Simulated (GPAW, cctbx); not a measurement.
# By hand: from a DFT structure factor to an extinction distance in CaZnGePbO6

CaZnGePbO6, F-43m (no. 216), a = 7.9833 Å, b = 7.9833 Å, c = 7.9833 Å, α = 90.00°, β = 90.00°, γ = 90.00°.

```
atom  mult.    x       y    z
 Pb1      4    0       0    0
 Ge1      4  1/2       0    0
 Zn1      4  1/4     3/4  3/4
 Ca1      4  1/4     1/4  3/4
  O1     24  1/2  0.2363    0
```

The start was made by putting kin elements into a known structure type; the compound need not exist, or be stable, in this form.

A DFT run (GPAW, PBE, 550 eV, 4×4×4 k-points, Fermi–Dirac width 0.05 eV) gives the static X-ray structure factor of 222 as 90.935 e for the conventional cell; superposed free atoms give 97.171 e. **Problem.** Find the Fourier component V of the crystal potential and the two-beam extinction distance at 300 kV in both cases.

## Step 1: Geometry

The cell volume is Ω = 508.80 Å³ and d(222) = 2.3046 Å, so g = 1/d = 0.4339 Å⁻¹.

## Step 2: The nuclei

Electrons feel nuclei as well as electrons, so the nuclear charges are summed with the same phases.

Phase sums Σ exp(2πi h·x), turned so that the total is real and positive: Pb +4.000, Ge +4.000, Zn -4.000, Ca -4.000, O -23.645. Then F_Z = 82 × (+4.000) + 32 × (+4.000) + 30 × (-4.000) + 20 × (-4.000) + 8 × (-23.645) = 66.84 e. The electron term has the same sign for this reflection.

## Step 3: Mott–Bethe

Poisson's equation, term by term, gives V = (e/4πε₀)(F_Z − F)/(πΩg²), with e/4πε₀ = 14.3996 V Å.

The prefactor is 14.3996 × 2.3046²/(π × 508.80) = 0.04785 V per electron. Free atoms: (66.84 − 97.171) × 0.04785 = -1.451 V. Crystal: (66.84 − 90.935) × 0.04785 = -1.153 V. F changes by -6.42 % and V by -20.6 %: the same 6.24 e is measured against F_Z − F = -30.3 e in place of F = 97.2 e.

## Step 4: Extinction distance

In the two-beam case ξ = 1/(λU) with U = 2γm₀eV/h², that is ξ = 150.41 V Å²/(γλV).

At 300 kV, λ = 0.01969 Å and γ = 1.5871. Free atoms: ξ = 3317 Å. Crystal: ξ = 4175 Å. The thickness fringes go as sin²(πt/ξ), so the two patterns slip by a quarter of a period when t|1/ξ₁ − 1/ξ₀| = 1/4, at t ≈ 403 nm. Thermal motion, absorption and many-beam coupling, left out here, change a real pattern.

## Step 5: Answer

V(222) is -1.15 V against -1.45 V, and ξ is 4175 against 3317 Å. Limits: static atoms, two beams.

[Outputs are excerpts: Python notices, other lines and further rows are left out; steps that failed or that the build refused (PBEsol, TPSS) are not shown.]

[Logs are printed without paths, hosts, clocks, repeated set-up lines and the standing remarks that a program may print on its own settings, such as how far it seeks lower states.]
